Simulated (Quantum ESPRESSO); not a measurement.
# KCaF3 (Pm-3m): third-order response, part 2 of 2

Which lines does KCaF3 (Pm-3m) show in Raman and infrared spectra?

Quantum ESPRESSO 8.0 development, patched; DFT LDA, scalar-relativistic, plane waves, PseudoDojo norm-conserving pseudopotentials.

So far. Step 2 (A probe with smearing): A gap of 5.8 eV opens on this mesh, so the crystal is taken as an insulator; the start stands at -5.4 GPa. Step 4 (Self-consistent run for the response): The cell stands at -0.01 GPa, close enough for phonons. The relaxed cell has a = 4.317 Å (conventional setting).

## 5. Linear response at Γ

At q = 0 one unit cell holds all displacements; symmetry groups them into irreducible representations that are solved one by one. The response to a field gives ε∞ and the Born charges, which polar modes need. Third-order response adds the Raman tensors.

Input file ph.in:

```
phonons
&inputph
   prefix = 'x'
   outdir = './tmp'
   fildyn = 'g.dyn'
   tr2_ph = 1.0d-18
   epsil = .true.
   lraman = .true.
   elop = .true.
/
0.000000000000 0.000000000000 0.000000000000
```

Started as:

```console
> OMP_NUM_THREADS=1 mpirun -n 4 ph.x -nk 4 -in ph.in > ph.out
```

The log of the run:

```text
[banners, grids, parts of the stress and lines that vanish by symmetry left out]
[banner, memory and clock lines left out]
Program PHONON v.8.0dev

[...]
(   1q-points):
[...]
Exchange-correlation= PW
                           (   1   4   0   0   0   0   0)
[...]
kinetic-energy cut-off    =      84.0000  Ry
     charge density cut-off    =     336.0000  Ry
     convergence threshold     =      1.0E-18
[...]
Exchange-correlation= PW
                           (   1   4   0   0   0   0   0)
[...]
q = (   0.0000000   0.0000000   0.0000000 )
     49 Sym.Ops. (with q -> -q+G )
     G cutoff =  566.3924  (  56619 G-vectors)     FFT grid: ( 48, 48, 48)
     number of k points=    20
[...]
Mode symmetry, O_h (m-3m)  point group:
[...]
Dielectric constant
[...]
End of electric fields calculation
          Dielectric constant in cartesian axis
          (       2.135524656       0.000000000       0.000000000 )
          (       0.000000000       2.135524656       0.000000000 )
          (       0.000000000       0.000000000       2.135524656 )
          Effective charges (d Force / dE) in cartesian axis without acoustic sum rule applied (asr)
           atom    1  K     Mean Z*:        1.18686
      Ex  (        1.18686        0.00000        0.00000 )
      Ey  (        0.00000        1.18686        0.00000 )
      Ez  (        0.00000        0.00000        1.18686 )
           atom    2  Ca    Mean Z*:        2.34614
      Ex  (        2.34614        0.00000        0.00000 )
      Ey  (        0.00000        2.34614        0.00000 )
      Ez  (        0.00000        0.00000        2.34614 )
           atom    3  F     Mean Z*:       -1.17762
      Ex  (       -0.91155        0.00000        0.00000 )
      Ey  (        0.00000       -1.70977        0.00000 )
      Ez  (        0.00000        0.00000       -0.91155 )
           atom    4  F     Mean Z*:       -1.17762
      Ex  (       -0.91155        0.00000        0.00000 )
      Ey  (        0.00000       -0.91155        0.00000 )
      Ez  (        0.00000        0.00000       -1.70977 )
           atom    5  F     Mean Z*:       -1.17762
      Ex  (       -1.70977        0.00000        0.00000 )
      Ey  (        0.00000       -0.91155        0.00000 )
      Ez  (        0.00000        0.00000       -0.91155 )
          Effective charges Sum: Mean:        0.00013
[...]
Effective charges (d Force / dE) in cartesian axis with asr applied:
           atom    1  K     Mean Z*:        1.18683
[...]
atom    2  Ca    Mean Z*:        2.34611
[...]
atom    3  F     Mean Z*:       -1.17765
[...]
atom    4  F     Mean Z*:       -1.17765
[...]
atom    5  F     Mean Z*:       -1.17765
[...]
Dielectric constant from finite-differences
          (       2.135530250       0.000000000       0.000000000 )
          (       0.000000000       2.135530250       0.000000000 )
          (       0.000000000       0.000000000       2.135530250 )
[...]
(       0.000000000       0.000000000       0.000000000 )
          (       0.000000000       0.000000000       0.000000000 )
          (       0.000000000       0.000000000       0.000000000 )
          (       0.000000000       0.000000000      -0.000000000 )
          (       0.000000000       0.000000000       0.000000000 )
          (      -0.000000000       0.000000000       0.000000000 )
          (       0.000000000       0.000000000       0.000000000 )
          (      -0.000000000       0.000000000       0.000000000 )
[...]
(       0.000000000       0.000000000       0.000000000 )
          (       0.000000000       0.000000000       0.000000000 )
          (       0.000000000       0.000000000       0.000000000 )
          (       0.000000000       0.000000000       0.000000000 )
          (       0.000000000       0.000000000       0.000000000 )
[...]
Representation #   1 modes #   1   2   3
[...]
End of self-consistent calculation
     Convergence has been achieved
     Representation #   2 modes #   4   5   6
[...]
End of self-consistent calculation
     Convergence has been achieved
     Representation #   3 modes #   7   8   9
[...]
End of self-consistent calculation
     Convergence has been achieved
     Representation #   4 modes #  10  11  12
[...]
End of self-consistent calculation
     Convergence has been achieved
     Representation #   5 modes #  13  14  15
[...]
End of self-consistent calculation
     Convergence has been achieved
[...]
Dielectric constant in cartesian axis
          (       2.135524656       0.000000000       0.000000000 )
          (       0.000000000       2.135524656       0.000000000 )
          (       0.000000000       0.000000000       2.135524656 )
          Effective charges (d Force / dE) in cartesian axis without acoustic sum rule applied (asr)
           atom    1  K     Mean Z*:        1.18686
      Ex  (        1.18686        0.00000        0.00000 )
      Ey  (        0.00000        1.18686        0.00000 )
      Ez  (        0.00000        0.00000        1.18686 )
           atom    2  Ca    Mean Z*:        2.34614
      Ex  (        2.34614        0.00000        0.00000 )
      Ey  (        0.00000        2.34614        0.00000 )
      Ez  (        0.00000        0.00000        2.34614 )
           atom    3  F     Mean Z*:       -1.17762
      Ex  (       -0.91155        0.00000        0.00000 )
      Ey  (        0.00000       -1.70977        0.00000 )
      Ez  (        0.00000        0.00000       -0.91155 )
           atom    4  F     Mean Z*:       -1.17762
      Ex  (       -0.91155        0.00000        0.00000 )
      Ey  (        0.00000       -0.91155        0.00000 )
      Ez  (        0.00000        0.00000       -1.70977 )
           atom    5  F     Mean Z*:       -1.17762
      Ex  (       -1.70977        0.00000        0.00000 )
      Ey  (        0.00000       -0.91155        0.00000 )
      Ez  (        0.00000        0.00000       -0.91155 )
          Effective charges Sum: Mean:        0.00013
[...]
Effective charges (d Force / dE) in cartesian axis with asr applied:
           atom    1  K     Mean Z*:        1.18683
[...]
atom    2  Ca    Mean Z*:        2.34611
[...]
atom    3  F     Mean Z*:       -1.17765
[...]
atom    4  F     Mean Z*:       -1.17765
[...]
atom    5  F     Mean Z*:       -1.17765
[...]
q = (    0.000000000   0.000000000   0.000000000 )
[...]
freq (    1) =      -1.960477 [THz] =     -65.394466 [cm-1]
     freq (    2) =      -1.960477 [THz] =     -65.394466 [cm-1]
     freq (    3) =      -1.960477 [THz] =     -65.394466 [cm-1]
     freq (    4) =      -0.360087 [THz] =     -12.011209 [cm-1]
     freq (    5) =      -0.360087 [THz] =     -12.011209 [cm-1]
     freq (    6) =      -0.360087 [THz] =     -12.011209 [cm-1]
     freq (    7) =      -0.040623 [THz] =      -1.355023 [cm-1]
     freq (    8) =      -0.040623 [THz] =      -1.355023 [cm-1]
     freq (    9) =      -0.040623 [THz] =      -1.355023 [cm-1]
     freq (   10) =       5.223676 [THz] =     174.243088 [cm-1]
     freq (   11) =       5.223676 [THz] =     174.243088 [cm-1]
     freq (   12) =       5.223676 [THz] =     174.243088 [cm-1]
     freq (   13) =      14.169115 [THz] =     472.630790 [cm-1]
     freq (   14) =      14.169115 [THz] =     472.630790 [cm-1]
     freq (   15) =      14.169115 [THz] =     472.630790 [cm-1]
[...]
Mode symmetry, O_h (m-3m)  point group:
     freq (   1-   3) =        -65.4  [cm-1]   --> T_1u G_15  G_4- I
     freq (   4-   6) =        -12.0  [cm-1]   --> T_2u G_25  G_5-
     freq (   7-   9) =         -1.4  [cm-1]   --> T_1u G_15  G_4- I
     freq (  10-  12) =        174.2  [cm-1]   --> T_1u G_15  G_4- I
     freq (  13-  15) =        472.6  [cm-1]   --> T_1u G_15  G_4- I
```

It took 9.7 min on 4 MPI ranks of AMD EPYC 9R45 (Zen 5), shared host; 39 min of CPU time.

Read from the output:

```yaml
miss_of_the_charge_sum_rule: 1.30e-4 e
largest_acoustic_frequency_at_the_zone_centre_before_the_sum_rule: -1.36 cm⁻¹
highest_optical_zone_centre_mode_no_lo_to_term: 472.6 cm⁻¹
lowest_optical_zone_centre_mode: -65.39 cm⁻¹
mean_high_frequency_dielectric_constant: 2.135
largest_born_charge_in_size_third_of_the_trace: 2.346 e
```

Born charge (rows field, columns displacement), before the sum rule (e), principal values of the symmetric part by kind of site:

| atom | atoms with these values | low | middle | high | mean |
| --- | --- | --- | --- | --- | --- |
| K1 | 1 | 1.19 | 1.19 | 1.19 | 1.19 |
| Ca2 | 1 | 2.35 | 2.35 | 2.35 | 2.35 |
| F3 | 3 | -1.71 | -0.91 | -0.91 | -1.18 |

In full for K1:

```
1.19 0.00 0.00
0.00 1.19 0.00
0.00 0.00 1.19
```

High-frequency dielectric tensor:

```
2.14 0.00 0.00
0.00 2.14 0.00
0.00 0.00 2.14
```

The acoustic modes at Γ come out as far as 1.4 cm⁻¹ from zero, where they should vanish, a small numerical error; the Born charges miss their sum rule by 1.3e-4 e, which is good. The lowest optical mode is imaginary, 65i cm⁻¹, an instability at this level and on this k mesh.

## 6. Zone-centre analysis

A rigid shift of the crystal must cost nothing, but grids and finite bases break this; the acoustic sum rule is imposed before the matrix is diagonalised again. With Born charges the intensities follow; a static dielectric tensor has no meaning with imaginary modes.

Input file dynmat.in:

```
&input
   fildyn = 'g.dyn'
   asr = 'simple'
   fileig = 'dynmat.eig'
   lperm = .true.
/
```

Started as:

```console
> dynmat.x -in dynmat.in > dynmat.out
```

The log of the run:

```text
[banner, memory and clock lines left out]
Program DYNMAT v.8.0dev

     Reading Dynamical Matrix from file g.dyn
     ...Force constants read
     ...epsilon and Z* read
     ...Raman cross sections read
     A direction for q was not specified:TO-LO splitting will be absent

     Polarizability (A^3 units)
     multiply by 0.725422 for Clausius-Mossotti correction (not under assume_isolated = 'mt')
         7.269372    0.000000    0.000000
         0.000000    7.269372    0.000000
         0.000000    0.000000    7.269372

     IR activities are in (D/A)^2/amu units

# mode   [cm-1]    [THz]      IR
    1    -65.38   -1.9600    2.6870
    2    -65.38   -1.9600    2.6870
    3    -65.38   -1.9600    2.6870
    4    -11.92   -0.3573    0.0000
    5    -11.92   -0.3573    0.0000
    6    -11.92   -0.3573    0.0000
    7     -0.00   -0.0000    0.0000
    8     -0.00   -0.0000    0.0000
    9      0.00    0.0000    0.0000
   10    174.25    5.2238    0.8971
   11    174.25    5.2238    0.8971
   12    174.25    5.2238    0.8971
   13    472.63   14.1691    5.9839
   14    472.63   14.1691    5.9839
   15    472.63   14.1691    5.9839

Electronic dielectric permittivity tensor (relative, adimensional)
         2.135525    0.000000    0.000000
         0.000000    2.135525    0.000000
         0.000000    0.000000    2.135525

 ... with zone-center polar mode contributions
         3.629073    0.000000   -0.000000
         0.000000    3.629073   -0.000000
        -0.000000   -0.000000    3.629073

[end of the log left out, with the tail of the file of modes that dynmat.x writes under the same name]
```

Elapsed: 0.56 s, on 1 thread.

Read from the output:

```
lowest optical zone-centre mode : -65.38 cm⁻¹
```

Unit eigenvectors of the mass-weighted matrix after the sum rule; no LO-TO term. Modes at Γ, with each element's share of the kinetic energy (negative means imaginary):

| mode | frequency (cm⁻¹) | K % | Ca % | F % |
| --- | --- | --- | --- | --- |
| 1 | -65.4 | 58 | 1 | 41 |
| 2 | -65.4 | 58 | 1 | 41 |
| 3 | -65.4 | 58 | 1 | 41 |
| 4 | -11.9 | 0 | 0 | 100 |
| 5 | -11.9 | 0 | 0 | 100 |
| 6 | -11.9 | 0 | 0 | 100 |
| 7 | 0.0 | 29 | 29 | 42 |
| 8 | 0.0 | 29 | 29 | 42 |
| 9 | 0.0 | 29 | 29 | 42 |
| 10 | 174.2 | 13 | 43 | 45 |
| 11 | 174.2 | 13 | 43 | 45 |
| 12 | 174.2 | 13 | 43 | 45 |
| 13 | 472.6 | 0 | 28 | 72 |
| 14 | 472.6 | 0 | 28 | 72 |
| 15 | 472.6 | 0 | 28 | 72 |

Displacements in mode 1 (-65.4 cm⁻¹), the largest set to 1:
```
K1  -0.01  0.03  1.00
Ca2  0.00  0.00 -0.09
F3   0.01 -0.01 -0.84
F4   0.01 -0.03 -0.17
F5   0.00 -0.03 -0.84
```

Displacements in mode 14 (472.6 cm⁻¹), the largest set to 1:
```
K1   0.00  0.00  0.00
Ca2 -0.04 -0.43  0.00
F3   0.00  1.00  0.00
F4   0.00 -0.05  0.00
F5   0.09 -0.05  0.00
```

Degenerate modes summed, no LO-TO term; imaginary modes left out. Lines of the infrared spectrum (strongest = 100):

| position (cm⁻¹) | lines merged | IR intensity, relative |
| --- | --- | --- |
| 174 | 3 | 15 |
| 473 | 3 | 100 |

The rule moves no optical mode by more than 0.1 cm⁻¹.

## 7. Sum rules set otherwise (asr no)

Without the rule the raw error of the acoustic modes shows.

Input file dynmat.in:

```
&input
   fildyn = 'g.dyn'
   asr = 'no'
   fileig = 'dynmat.eig'
   lperm = .true.
/
```

Started as:

```console
> dynmat.x -in dynmat.in > dynmat.out
```

The log of the run:

```text
[banner, memory and clock lines left out]
Program DYNMAT v.8.0dev

     Reading Dynamical Matrix from file g.dyn
     ...Force constants read
     ...epsilon and Z* read
     ...Raman cross sections read
     A direction for q was not specified:TO-LO splitting will be absent

     Polarizability (A^3 units)
     multiply by 0.725422 for Clausius-Mossotti correction (not under assume_isolated = 'mt')
         7.269372    0.000000    0.000000
         0.000000    7.269372    0.000000
         0.000000    0.000000    7.269372

     IR activities are in (D/A)^2/amu units

# mode   [cm-1]    [THz]      IR
    1    -65.39   -1.9605    2.6869
    2    -65.39   -1.9605    2.6869
    3    -65.39   -1.9605    2.6869
    4    -12.01   -0.3601    0.0000
    5    -12.01   -0.3601    0.0000
    6    -12.01   -0.3601    0.0000
    7     -1.36   -0.0406    0.0000
    8     -1.36   -0.0406    0.0000
    9     -1.36   -0.0406    0.0000
   10    174.24    5.2237    0.8971
   11    174.24    5.2237    0.8971
   12    174.24    5.2237    0.8971
   13    472.63   14.1691    5.9839
   14    472.63   14.1691    5.9839
   15    472.63   14.1691    5.9839

Electronic dielectric permittivity tensor (relative, adimensional)
         2.135525    0.000000    0.000000
         0.000000    2.135525    0.000000
         0.000000    0.000000    2.135525

 ... with zone-center polar mode contributions
         3.629108    0.000000    0.000000
         0.000000    3.629108    0.000000
         0.000000    0.000000    3.629108

[end of the log left out, with the tail of the file of modes that dynmat.x writes under the same name]
```

The job ended after 0.56 s (1 thread).

Numbers from this step:

```
lowest optical zone-centre mode : -65.39 cm⁻¹
```

Zone-centre frequencies as printed; negative means imaginary. Modes:

| mode | frequency (cm⁻¹) |
| --- | --- |
| 1 | -65.39 |
| 2 | -65.39 |
| 3 | -65.39 |
| 4 | -12.01 |
| 5 | -12.01 |
| 6 | -12.01 |
| 7 | -1.36 |
| 8 | -1.36 |
| 9 | -1.36 |
| 10 | 174.2 |
| 11 | 174.2 |
| 12 | 174.2 |
| 13 | 472.6 |
| 14 | 472.6 |
| 15 | 472.6 |

Against the first rule no mode moves by more than 1.4 cm⁻¹.

## 8. Sum rules set otherwise (asr crystal)

The rule can be imposed in more than one way; the choices should agree where the raw error is small.

Input file dynmat.in:

```
&input
   fildyn = 'g.dyn'
   asr = 'crystal'
   fileig = 'dynmat.eig'
   lperm = .true.
/
```

Started as:

```console
> dynmat.x -in dynmat.in > dynmat.out
```

The log of the run:

```text
[banner, memory and clock lines left out]
Program DYNMAT v.8.0dev

     Reading Dynamical Matrix from file g.dyn
     ...Force constants read
     ...epsilon and Z* read
     ...Raman cross sections read
     Acoustic Sum Rule: || Z*(ASR) - Z*(orig)|| =    1.019483E-04
     Acoustic Sum Rule: ||dyn(ASR) - dyn(orig)||=    8.679300E-06
     A direction for q was not specified:TO-LO splitting will be absent

     Polarizability (A^3 units)
     multiply by 0.725422 for Clausius-Mossotti correction (not under assume_isolated = 'mt')
         7.269372    0.000000    0.000000
         0.000000    7.269372    0.000000
         0.000000    0.000000    7.269372

     IR activities are in (D/A)^2/amu units

# mode   [cm-1]    [THz]      IR
    1    -65.40   -1.9605    2.6870
    2    -65.40   -1.9605    2.6870
    3    -65.40   -1.9605    2.6870
    4    -12.01   -0.3601    0.0000
    5    -12.01   -0.3601    0.0000
    6    -12.01   -0.3601    0.0000
    7     -0.00   -0.0000    0.0000
    8      0.00    0.0000    0.0000
    9      0.00    0.0000    0.0000
   10    174.24    5.2237    0.8971
   11    174.24    5.2237    0.8971
   12    174.24    5.2237    0.8971
   13    472.63   14.1691    5.9839
   14    472.63   14.1691    5.9839
   15    472.63   14.1691    5.9839

Electronic dielectric permittivity tensor (relative, adimensional)
         2.135525    0.000000    0.000000
         0.000000    2.135525    0.000000
         0.000000    0.000000    2.135525

 ... with zone-center polar mode contributions
         3.629128    0.000000   -0.000000
         0.000000    3.629128   -0.000000
        -0.000000   -0.000000    3.629128

[end of the log left out, with the tail of the file of modes that dynmat.x writes under the same name]
```

Run time: 0.55 s. Hardware: 1 thread.

This step gave:

```
lowest optical zone-centre mode : -65.4 cm⁻¹
```

Zone-centre frequencies as printed; negative means imaginary. Modes:

| mode | frequency (cm⁻¹) |
| --- | --- |
| 1 | -65.4 |
| 2 | -65.4 |
| 3 | -65.4 |
| 4 | -12.01 |
| 5 | -12.01 |
| 6 | -12.01 |
| 7 | 0 |
| 8 | 0 |
| 9 | 0 |
| 10 | 174.2 |
| 11 | 174.2 |
| 12 | 174.2 |
| 13 | 472.6 |
| 14 | 472.6 |
| 15 | 472.6 |

Against the first rule no mode moves by more than 0.1 cm⁻¹.

## 9. The LO-TO splitting (1 0 0)

A longitudinal polar mode sets up a macroscopic field that stiffens it; the term hangs on the direction from which q goes to zero.

Input file dynmat.in:

```
&input
   fildyn = 'g.dyn'
   asr = 'simple'
   fileig = 'dynmat.eig'
   q(1) = 1.0
   q(2) = 0.0
   q(3) = 0.0
/
```

Started as:

```console
> dynmat.x -in dynmat.in > dynmat.out
```

The log of the run:

```text
[banner, memory and clock lines left out]
Program DYNMAT v.8.0dev

     Reading Dynamical Matrix from file g.dyn
     ...Force constants read
     ...epsilon and Z* read
     ...Raman cross sections read

     Polarizability (A^3 units)
     multiply by 0.725422 for Clausius-Mossotti correction (not under assume_isolated = 'mt')
         7.269372    0.000000    0.000000
         0.000000    7.269372    0.000000
         0.000000    0.000000    7.269372

     IR activities are in (D/A)^2/amu units

# mode   [cm-1]    [THz]      IR
    1    -65.38   -1.9600    2.6870
    2    -65.38   -1.9600    2.6870
    3    -11.92   -0.3573    0.0000
    4    -11.92   -0.3573    0.0000
    5    -11.92   -0.3573    0.0000
    6     -0.00   -0.0000    0.0000
    7     -0.00   -0.0000    0.0000
    8      0.00    0.0000    0.0000
    9    112.17    3.3629    0.5221
   10    174.25    5.2238    0.8971
   11    174.25    5.2238    0.8971
   12    212.89    6.3821    1.2263
   13    472.63   14.1691    5.9839
   14    472.63   14.1691    5.9839
   15    557.09   16.7012    7.8197

[end of the log left out, with the tail of the file of modes that dynmat.x writes under the same name]
```

The job ended after 0.55 s (1 thread).

Numbers from this step:

| Quantity | Value |
| --- | --- |
| highest mode moved by the LO-TO term | 557.1 cm⁻¹ |

Zone-centre frequencies as printed; negative means imaginary. Modes:

| mode | frequency (cm⁻¹) |
| --- | --- |
| 1 | -65.38 |
| 2 | -65.38 |
| 3 | -11.92 |
| 4 | -11.92 |
| 5 | -11.92 |
| 6 | 0 |
| 7 | 0 |
| 8 | 0 |
| 9 | 112.2 |
| 10 | 174.2 |
| 11 | 174.2 |
| 12 | 212.9 |
| 13 | 472.6 |
| 14 | 472.6 |
| 15 | 557.1 |

The field moves 3 modes; the highest of them now lies at 557 cm⁻¹, where the highest that moved away lay at 473.

## 10. Results

| Property | Result |
| --- | --- |
| space group after relaxation | Pm-3m |
| volume per atom | 16.1 Å³ |
| gap on the k-mesh | 6.34 eV |
| highest optical zone-centre mode (no LO-TO term) | 472.6 cm⁻¹ |
| lowest optical zone-centre mode | -65.4 cm⁻¹ |
| highest mode moved by the LO-TO term | 557.1 cm⁻¹ |
| mean high-frequency dielectric constant | 2.14 |
| largest Born charge in size (third of the trace) | 2.35 e |
| imaginary optical modes at the zone centre (no q mesh in this session) | yes |

**Reading.** No mode is Raman active in this structure; the strongest infrared line lies at 473 cm⁻¹. At the LDA level the optical modes of KCaF3 (Pm-3m) at the zone centre (no LO-TO term) run from 65i to 473 cm⁻¹, so the structure is a saddle point, with 6 modes beyond 10i cm⁻¹ there. Along the directions run, the highest mode that the macroscopic field moves lies at 557 cm⁻¹. Of the 12 optical modes, 9 are infrared active alone and 3 are silent. These are harmonic frequencies at zero temperature: anharmonic shifts and linewidths and thermal expansion are left out. The build is a development version in which the Raman tensors of release 7.5 are mended; dynmat.x leaves out the electro-optic term of LO lines. The structure comes from a database and need not be the phase that is stable at ambient conditions.

[Host names and launcher messages were left out of these logs when they were recorded.]

[Logs are printed without paths, hosts, clocks, repeated set-up lines and the standing remarks that a program may print on its own settings, such as how far it seeks lower states.]

[Hosts, paths, dates, database ids (printed as entryN), source tags and the programs' standing remarks are cut or masked in the printed files.]
